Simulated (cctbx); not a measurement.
# Symmetry from intensities

Cell: a = 4.4270 Å, b = 18.4870 Å, c = 4.4940 Å, α = 90.00°, β = 90.00°, γ = 90.00°. Expected content of the cell: Pb4 Yb4 Ge4 V4.

The data are simulated with cctbx, not measured: Mo Kα, λ = 0.71073 Å, to d = 0.8 Å, 80 % of the full sphere, strongest reflection 20000 counts, noise from counting, a 6 % proportional error and a noise floor of 8 counts (s.d.); no absorption.

Tests on the unmerged data give:

```text
2445 reflections to d = 0.800 A
centring   violations  <I/sigma> of those
    A        576 of  1238      5.8
    B        576 of  1265      5.7
    C          0 of  1221     -0.0
    I        499 of  1232      5.3
    R        688 of  1623      5.5
    F        576 of  1862      3.9
Laue class    unique    Rint  (classes that these axes allow; Friedel mates merged)
C 1 2/m 1         391   0.046
C 2/m 1 1         423   0.045
C m m m           247   0.048
space group    extra absences  I>4sigma  <I/sigma>
C 2 2 21                5          0       0.3  acentric
C 2 2 2                 0          0         -  acentric
C m m 2                 0          0         -  acentric
C m c 21               20          0      -0.1  acentric
C 2 m m                 0          0         -  acentric
C m 2 m                 0          0         -  acentric
C 2 c m                20          0      -0.1  acentric
C m c m                20          0      -0.1  centric
C m m m                 0          0         -  centric
Wilson B = 0.93 A^2   <|E^2-1|> = 0.957 (0.968 centric, 0.736 acentric)   E^2>4: 1.7 %
shell (A)         n   <I/sigma>
 9.24 - 1.60     38     21.8
 1.60 - 1.27     33     23.2
 1.27 - 1.11     28     21.7
 1.11 - 1.01     34     22.9
 1.01 - 0.94     26     19.3
 0.94 - 0.88     28     18.2
 0.88 - 0.84     35     22.6
 0.84 - 0.80     25     20.5
```

**Question.** What are the lattice type, the Laue class and the likely space group?

The reflections that C centring forbids are absent (⟨I/σ⟩ near 0), so the lattice is C.

Rint stays low (0.045 to 0.048) up to C m m m, the highest class in these axes.

9 settings pass the absence test. The most absences obeyed, 20, belong to C m c 21, C 2 c m and C m c m, which absences can't tell apart.

⟨|E²−1|⟩ = 0.957 leans to a centrosymmetric structure. The Wilson B of 0.93 Å² means U ≈ 0.0118 Å².

The true group is Cmcm (no. 63), Laue class mmm, centrosymmetric. The tables only narrow the choice to the tied entries; cell content, site symmetry and trial solutions must settle it.

The model is made up (kin elements in a known structure type, no relaxation), so it says nothing on whether the phase exists.

[Logs are printed without paths, hosts, clocks, repeated set-up lines and the standing remarks that a program may print on its own settings, such as how far it seeks lower states.]
